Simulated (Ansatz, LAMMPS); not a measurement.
# Relaxing a frame of liquid propylene carbonate from 300 K (117 atoms), part 2 of 3

Aim: bring a frame of liquid propylene carbonate from 300 K (117 atoms) to a nearby minimum of the energy and see what moves.

Ansatz 0.2.0; Kohn-Sham DFT, PBE+D4, PAW (set soft_2), plane waves.

The cell: 36 C, 27 O and 54 H. The network of contacts between molecules at the start is that of the classical potential that made the cell. The density was typed from a rule of thumb and may lie off the real one at this temperature. The Brillouin zone is sampled at Γ only, in a cell whose shortest periodic width is 11 Å.

So far. Step 3 (Single point at the start): The r.m.s. force component of 0.97 eV/Å and the pressure of 2.0 GPa set the starting point.

## (4) Relaxation

The atoms are relaxed in the fixed cell, aiming at the force tolerance of the input.

Input file input.yaml:

```yaml
crystal:
  lattice:
    - [10.83035, 0.0, 0.0]
    - [0.0, 10.83035, 0.0]
    - [0.0, 0.0, 10.83035]
  atoms:
    [... the 117 atom lines of step 3 ...]
kpoints:
  mp_grid: { grid: [1, 1, 1] }
hamiltonian:
  xc: pbe
  dispersion: d4
scf:
  occupations: { method: fixed }
output:
  forces: true
relax:
  f_tol: 0.03
  max_steps: 200
```

Launch:

```
> ansatz run input.yaml --threads 4 --pin off --max-ram 8192MiB --backend cpu --events-out ev --progress --plain --runs-dir out
```

Numbers of over 12 decimals in the logs are rounded to 6 here.

What it wrote:

```text
[...]
Crystal: 117 atoms, lattice volume = 1270.362 Å³
Basis set: ecut = 420 eV, 24837 PW (Γ), exchange–correlation on 150×150×150 points (8 copies of the dense FFT grid, shifted against one another)
Bands: 297, of which v1, the nominal top of the filled ones, is band 180 counted from 1 (179 counted from 0)
Symmetry: 1 space group operations
[...]
k-points: 1
[...]
SCF iter   1: F=—  HF=-25205.510860 eV  |F-HF|=—  |Δ(HF+E_count)|=         —  Δρ=5.55e-3  dr2=3.67e-1  ethr=1.77e-3  ⟨swp⟩=5.0  Hψ=947  notcnv=0  defer=114
[...]
SCF iter   3: F=—  HF=-25205.455793 eV  |F-HF|=—  |Δ(HF+E_count)|=   6.34e-4  Δρ=1.37e-3  dr2=2.44e-2  ethr=2.19e-5  ⟨swp⟩=2.0  Hψ=352  notcnv=0  defer=50
automatic band count: iteration 3 solves 232 bands in place of 297: the levels show a gap, and the empty bands left out lie too high to hold charge; the band table lists the bands solved (type scf.n_extra_bands for more)
SCF iter   4: F=—  HF=-25205.455260 eV  |F-HF|=—  |Δ(HF+E_count)|=   5.33e-4  Δρ=4.04e-4  dr2=2.46e-3  ethr=6.76e-6  ⟨swp⟩=3.0  Hψ=353  notcnv=0  defer=50
[...]
SCF iter   7: F=-25205.453519 eV  HF=-25205.453521 eV  |F-HF|=1.95e-6  |Δ(HF+E_count)|=   2.88e-5  Δρ=2.91e-5  dr2=8.90e-6  ethr=6.25e-9  ⟨swp⟩=3.0  Hψ=915  notcnv=0
SCF 1 converged in 7 iterations: F = -25205.453519 eV  dr2 = 8.90e-6
[...]
relax step   1: F+E_penalty+E_count = -25205.45351857 eV  Δ(F+E_penalty+E_count) = +0.000e0 eV  max|allowed force component| = 3.859e0 eV/Å  Δτ_max = 0.0000 Å  (7 SCF iters, dr2 threshold 2.25e-5 eV, accepted)
[... from here on, the SCF cycles and remarks between the steps are left out ...]
relax step   2: F+E_penalty+E_count = -25209.69155331 eV  Δ(F+E_penalty+E_count) = -4.238e0 eV  max|allowed force component| = 2.303e0 eV/Å  Δτ_max = 0.1915 Å  (7 SCF iters, dr2 threshold 1.00e-4 eV, accepted)
relax step   3: F+E_penalty+E_count = -25210.67743853 eV  Δ(F+E_penalty+E_count) = -9.859e-1 eV  max|allowed force component| = 9.642e-1 eV/Å  Δτ_max = 0.1927 Å  (7 SCF iters, dr2 threshold 1.00e-4 eV, accepted)
relax step   4: F+E_penalty+E_count = -25210.99515259 eV  Δ(F+E_penalty+E_count) = -3.177e-1 eV  max|allowed force component| = 5.216e-1 eV/Å  Δτ_max = 0.2000 Å  (7 SCF iters, dr2 threshold 1.00e-4 eV, accepted)
relax step   5: F+E_penalty+E_count = -25211.18675272 eV  Δ(F+E_penalty+E_count) = -1.916e-1 eV  max|allowed force component| = 4.211e-1 eV/Å  Δτ_max = 0.1946 Å  (7 SCF iters, dr2 threshold 4.77e-5 eV, accepted)
relax step   6: F+E_penalty+E_count = -25211.28216384 eV  Δ(F+E_penalty+E_count) = -9.541e-2 eV  max|allowed force component| = 2.232e-1 eV/Å  Δτ_max = 0.2000 Å  (6 SCF iters, dr2 threshold 5.19e-5 eV, accepted)
relax step   7: F+E_penalty+E_count = -25211.35799745 eV  Δ(F+E_penalty+E_count) = -7.583e-2 eV  max|allowed force component| = 2.440e-1 eV/Å  Δτ_max = 0.1938 Å  (7 SCF iters, dr2 threshold 1.40e-5 eV, accepted)
relax step   8: F+E_penalty+E_count = -25211.39286196 eV  Δ(F+E_penalty+E_count) = -3.486e-2 eV  max|allowed force component| = 2.812e-1 eV/Å  Δτ_max = 0.1949 Å  (7 SCF iters, dr2 threshold 1.67e-5 eV, accepted)
relax step   9: F+E_penalty+E_count = -25211.40319909 eV  Δ(F+E_penalty+E_count) = -1.034e-2 eV  max|allowed force component| = 3.690e-1 eV/Å  Δτ_max = 0.1950 Å  (6 SCF iters, dr2 threshold 7.91e-5 eV, accepted)
relax step  10: F+E_penalty+E_count = -25211.43073884 eV  Δ(F+E_penalty+E_count) = -2.754e-2 eV  max|allowed force component| = 2.131e-1 eV/Å  Δτ_max = 0.0562 Å  (5 SCF iters, dr2 threshold 1.00e-4 eV, accepted)
relax step  11: F+E_penalty+E_count = -25211.43693593 eV  Δ(F+E_penalty+E_count) = -6.197e-3 eV  max|allowed force component| = 1.355e-1 eV/Å  Δτ_max = 0.0715 Å  (6 SCF iters, dr2 threshold 1.51e-5 eV, accepted)
relax step  12: F+E_penalty+E_count = -25211.44538318 eV  Δ(F+E_penalty+E_count) = -8.447e-3 eV  max|allowed force component| = 4.158e-2 eV/Å  Δτ_max = 0.0625 Å  (7 SCF iters, dr2 threshold 6.13e-6 eV, accepted)
relax step  13: F+E_penalty+E_count = -25211.45020653 eV  Δ(F+E_penalty+E_count) = -4.823e-3 eV  max|allowed force component| = 4.038e-2 eV/Å  Δτ_max = 0.0949 Å  (9 SCF iters, accepted)
relax step  14: F+E_penalty+E_count = -25211.45223878 eV  Δ(F+E_penalty+E_count) = -2.032e-3 eV  max|allowed force component| = 2.734e-2 eV/Å  Δτ_max = 0.0420 Å  (9 SCF iters, accepted)
relax step  15: F+E_penalty+E_count = -25211.45504313 eV  Δ(F+E_penalty+E_count) = -2.804e-3 eV  max|allowed force component| = 3.423e-2 eV/Å  Δτ_max = 0.0833 Å  (9 SCF iters, accepted)
relax step  16: F+E_penalty+E_count = -25211.45649693 eV  Δ(F+E_penalty+E_count) = -1.454e-3 eV  max|allowed force component| = 4.836e-2 eV/Å  Δτ_max = 0.0622 Å  (9 SCF iters, accepted)
relax step  17: F+E_penalty+E_count = -25211.45815815 eV  Δ(F+E_penalty+E_count) = -1.661e-3 eV  max|allowed force component| = 7.849e-2 eV/Å  Δτ_max = 0.0817 Å  (7 SCF iters, dr2 threshold 2.34e-6 eV, accepted)
relax step  18: F+E_penalty+E_count = -25211.45960807 eV  Δ(F+E_penalty+E_count) = -1.450e-3 eV  max|allowed force component| = 7.811e-2 eV/Å  Δτ_max = 0.0659 Å  (7 SCF iters, dr2 threshold 6.16e-6 eV, accepted)
relax step  19: F+E_penalty+E_count = -25211.46147708 eV  Δ(F+E_penalty+E_count) = -1.869e-3 eV  max|allowed force component| = 8.960e-2 eV/Å  Δτ_max = 0.0741 Å  (7 SCF iters, dr2 threshold 6.04e-6 eV, accepted)
relax step  20: F+E_penalty+E_count = -25211.46319290 eV  Δ(F+E_penalty+E_count) = -1.716e-3 eV  max|allowed force component| = 9.250e-2 eV/Å  Δτ_max = 0.0833 Å  (7 SCF iters, dr2 threshold 7.95e-6 eV, accepted)
relax step  21: F+E_penalty+E_count = -25211.46466299 eV  Δ(F+E_penalty+E_count) = -1.470e-3 eV  max|allowed force component| = 1.108e-1 eV/Å  Δτ_max = 0.0954 Å  (7 SCF iters, dr2 threshold 8.56e-6 eV, accepted)
relax step  22: F+E_penalty+E_count = -25211.46608410 eV  Δ(F+E_penalty+E_count) = -1.421e-3 eV  max|allowed force component| = 1.110e-1 eV/Å  Δτ_max = 0.0595 Å  (6 SCF iters, dr2 threshold 1.23e-5 eV, accepted)
relax step  23: F+E_penalty+E_count = -25211.46810113 eV  Δ(F+E_penalty+E_count) = -2.017e-3 eV  max|allowed force component| = 1.030e-1 eV/Å  Δτ_max = 0.0764 Å  (6 SCF iters, dr2 threshold 1.23e-5 eV, accepted)
relax step  24: F+E_penalty+E_count = -25211.46952114 eV  Δ(F+E_penalty+E_count) = -1.420e-3 eV  max|allowed force component| = 9.321e-2 eV/Å  Δτ_max = 0.0720 Å  (7 SCF iters, dr2 threshold 9.13e-6 eV, accepted)
relax step  25: F+E_penalty+E_count = -25211.47116336 eV  Δ(F+E_penalty+E_count) = -1.642e-3 eV  max|allowed force component| = 9.543e-2 eV/Å  Δτ_max = 0.0783 Å  (7 SCF iters, dr2 threshold 7.11e-6 eV, accepted)
relax step  26: F+E_penalty+E_count = -25211.47350394 eV  Δ(F+E_penalty+E_count) = -2.341e-3 eV  max|allowed force component| = 9.199e-2 eV/Å  Δτ_max = 0.0715 Å  (7 SCF iters, dr2 threshold 7.46e-6 eV, accepted)
relax step  27: F+E_penalty+E_count = -25211.47643624 eV  Δ(F+E_penalty+E_count) = -2.932e-3 eV  max|allowed force component| = 1.004e-1 eV/Å  Δτ_max = 0.1098 Å  (7 SCF iters, dr2 threshold 7.86e-6 eV, accepted)
relax step  28: F+E_penalty+E_count = -25211.47824278 eV  Δ(F+E_penalty+E_count) = -1.807e-3 eV  max|allowed force component| = 9.341e-2 eV/Å  Δτ_max = 0.0511 Å  (6 SCF iters, dr2 threshold 9.37e-6 eV, accepted)
relax step  29: F+E_penalty+E_count = -25211.48092615 eV  Δ(F+E_penalty+E_count) = -2.683e-3 eV  max|allowed force component| = 8.358e-2 eV/Å  Δτ_max = 0.0787 Å  (7 SCF iters, dr2 threshold 7.55e-6 eV, accepted)
relax step  30: F+E_penalty+E_count = -25211.48270012 eV  Δ(F+E_penalty+E_count) = -1.774e-3 eV  max|allowed force component| = 8.793e-2 eV/Å  Δτ_max = 0.0680 Å  (7 SCF iters, dr2 threshold 5.59e-6 eV, accepted)
relax step  31: F+E_penalty+E_count = -25211.48398393 eV  Δ(F+E_penalty+E_count) = -1.284e-3 eV  max|allowed force component| = 5.526e-2 eV/Å  Δτ_max = 0.0244 Å  (5 SCF iters, dr2 threshold 6.19e-6 eV, accepted)
relax step  32: F+E_penalty+E_count = -25211.48473364 eV  Δ(F+E_penalty+E_count) = -7.497e-4 eV  max|allowed force component| = 3.942e-2 eV/Å  Δτ_max = 0.0210 Å  (6 SCF iters, dr2 threshold 1.21e-6 eV, accepted)
relax step  33: F+E_penalty+E_count = -25211.48516234 eV  Δ(F+E_penalty+E_count) = -4.287e-4 eV  max|allowed force component| = 3.730e-2 eV/Å  Δτ_max = 0.0148 Å  (7 SCF iters, accepted)
relax step  34: F+E_penalty+E_count = -25211.48544412 eV  Δ(F+E_penalty+E_count) = -2.818e-4 eV  max|allowed force component| = 2.578e-2 eV/Å  Δτ_max = 0.0134 Å  (7 SCF iters, accepted)
relax step  35: F+E_penalty+E_count = -25211.48586371 eV  Δ(F+E_penalty+E_count) = -4.196e-4 eV  max|allowed force component| = 2.096e-2 eV/Å  Δτ_max = 0.0331 Å  (8 SCF iters, accepted)
SCF converged after 8 iterations
Free energy (F): -25211.485864 eV
[...]
Internal energy: -25211.485864 eV  (E = F + TS)
E sigma→0 (E₀):  -25211.485864 eV
Fermi energy:    -1.433919 eV
[...]
--- Forces (eV/Å), atoms counted from 1 ---
  atom   1  C     -0.00063818     0.00147450     0.00178496
  atom   2  C     -0.00086347    -0.00067552     0.00272014
  atom   3  C     -0.00048951    -0.00307097    -0.00362319
  atom   4  O      0.00312657     0.00111608     0.00215330
  atom   5  C      0.00540124    -0.00149066    -0.00810800
  atom   6  O     -0.00665577    -0.00028398     0.00365444
  atom   7  O      0.00011828     0.00133765     0.00188030
  atom   8  H      0.00158690     0.00025173    -0.00155746
  atom   9  H     -0.00101546     0.00040689    -0.00022426
  atom  10  H     -0.00134269    -0.00046094    -0.00052778
  atom  11  H     -0.00077995    -0.00003375    -0.00127813
  atom  12  H      0.00045952     0.00162559    -0.00013530
  atom  13  H      0.00002617     0.00124149     0.00058753
  atom  14  C     -0.00205031    -0.00046766    -0.00252102
[...]
atom 116  H      0.00124964     0.00301313    -0.00841750
  atom 117  H      0.00428225     0.00199293     0.00343370
  max |Σ_I F_I| component: 9.34e-5 eV/Å
--- Relaxed structure (35 steps of the walk, 35 accepted, 0 SCFs on fresh bases) ---
  F+E_penalty+E_count = -25211.48586371 eV   max|allowed force component| = 2.096e-2 eV/Å
  atoms:
    - { symbol: C, position: [0.910628, 0.513606, 0.729587] }
    - { symbol: C, position: [0.962172, 0.387999, 0.696857] }
    - { symbol: C, position: [0.880025, 0.310141, 0.612041] }
    - { symbol: O, position: [0.931235, 0.332301, 0.489924] }
[...]
- { symbol: H, position: [0.114444, 0.244610, 1.048888] }
```

The job ended after 4.1 min (4 threads of Arm Neoverse V2, shared host; peak memory 1.3 GiB).

Relaxation path (22 of 35):

```csv
step,energy less that of the first step (eV),largest force component (eV/Å)
1,0.0000,3.8587
3,-5.2239,0.9642
4,-5.5416,0.5215
6,-5.8286,0.2232
7,-5.9045,0.2440
9,-5.9497,0.3690
11,-5.9834,0.1355
12,-5.9919,0.0416
14,-5.9987,0.0273
16,-6.0030,0.0484
17,-6.0046,0.0785
19,-6.0080,0.0896
20,-6.0097,0.0925
22,-6.0126,0.1110
24,-6.0160,0.0932
25,-6.0176,0.0954
27,-6.0229,0.1004
29,-6.0274,0.0836
30,-6.0292,0.0879
32,-6.0312,0.0394
33,-6.0316,0.0373
35,-6.0323,0.0210
```

The atoms that moved most (Å):

```csv
atom,dx,dy,dz,length
H47,-0.761,-0.526,-1.312,1.606
H48,-0.231,-1.240,-0.619,1.404
H52,0.809,-0.675,-0.804,1.325
O43,0.917,0.256,-0.841,1.270
O19,-0.717,0.369,0.833,1.159
H39,-0.894,-0.520,0.433,1.122
H64,0.839,0.277,0.689,1.120
H51,0.788,-0.023,-0.786,1.113
```

The relaxation changed the energy by -51.6 meV/atom, and atoms moved by 0.61 Å r.m.s., 1.6 Å at most.

## (5) Distances and neighbours after relaxation

Bonds before and after, by the cutoffs listed below:

```csv
pair,bonds before,bonds after,mean before (Å),mean after (Å),spread before (Å),spread after (Å)
H-C,54,54,1.097,1.097,0.029,0.002
C-C,18,18,1.505,1.524,0.021,0.011
C-O,45,45,1.356,1.366,0.075,0.091
```

Density 1.20 g/cm³, 10.86 Å³ an atom.

g(r), total and by pair (bins of 0.2 Å):

```csv
r (Å),total,H-H,H-C,H-O,C-C,C-O,O-O
1.00,3.38,0.00,11.90,0.00,0.00,0.00,0.00
1.20,0.50,0.00,0.21,0.00,0.00,3.12,0.00
1.40,1.34,0.00,0.00,0.00,0.00,9.42,0.00
1.60,0.57,0.00,0.00,0.00,6.05,0.00,0.00
1.80,0.84,3.94,0.00,0.00,0.00,0.00,0.00
2.00,0.46,0.00,0.00,2.17,0.00,0.00,0.00
2.20,1.57,0.07,3.45,0.00,1.96,0.00,7.35
2.40,0.77,1.25,0.00,0.36,0.72,2.50,0.00
2.60,0.83,1.92,0.33,1.04,1.06,0.00,0.00
2.80,0.80,0.88,0.81,1.82,0.00,0.00,0.00
3.00,0.75,1.19,0.77,1.27,0.00,0.06,0.00
3.20,0.89,0.61,1.27,1.36,0.45,0.40,0.26
3.40,0.94,0.48,1.02,1.11,0.14,1.90,0.48
3.60,0.92,1.14,0.89,0.82,0.48,1.16,0.63
3.80,0.91,0.92,1.02,0.91,0.53,1.01,0.67
4.00,0.91,0.74,0.86,1.25,0.83,0.74,1.02
4.20,1.05,0.86,1.05,1.46,1.06,0.80,0.78
4.40,1.02,1.09,0.86,1.02,1.21,1.08,1.15
4.60,1.04,0.76,0.96,1.20,1.29,1.22,0.92
4.80,1.06,0.81,1.08,0.95,1.25,1.42,1.08
5.00,1.00,1.01,0.97,1.06,1.18,0.87,0.83
5.20,1.07,1.22,0.98,1.01,1.40,0.90,1.03
```

Bonds by pair of elements; cutoffs follow the first minimum of g(r), held within bounds set by covalent radii, and pairs that aren't listed don't count as bonded:

```csv
pair A-B,cutoff (Å),bonds,mean length (Å),spread (Å),shortest (Å),B about A,A about B
H-C,1.34,54,1.10,0.002,1.09,1,1.5
C-C,1.85,18,1.52,0.011,1.51,1,1
C-O,1.73,45,1.37,0.091,1.21,1.25,1.67
```

How many atoms have how many bonded neighbours:

```csv
element,mean,1,2,3,4
C,3.75,0,0,9,27
H,1,54,0,0,0
O,1.67,9,18,0,0
```

Bond angles (no mean is given where the spread exceeds 20°):

```csv
angle,count,mean (°),spread (°)
C-C-H,63,111,1.2
H-C-H,36,109,0.9
C-C-O,27,105,3.3
H-C-O,27,108,0.9
O-C-O,27,120,5.9
```

Bond length by coordination (bonds to H left out):

```csv
element,coordination,atoms,mean bond length (Å)
C,3,9,1.30
C,4,27,1.50
O,1,9,1.21
O,2,18,1.41
```

Rings of the network by King's shortest-path rule, up to 12 atoms, one path for each pair of neighbours; H, halogens, alkali and alkaline-earth atoms are left out, and the last column divides by all other atoms, bonded or not:

```csv
ring size (atoms),rings,per network atom
5,9,0.143
```

With the cutoffs above, 75 % of C atoms have 4, all H atoms have 1 and 67 % of O atoms have 2 bonded neighbours. The C-C-H angle averages 111° with a spread of 1.2°. All rings counted have 5 atoms.

[end of part 2 of 3]

[Logs are printed without paths, hosts, clocks, repeated set-up lines and the standing remarks that a program may print on its own settings, such as how far it seeks lower states.]

[Hosts, paths, dates, database ids (printed as entryN), source tags and the programs' standing remarks are cut or masked in the printed files.]
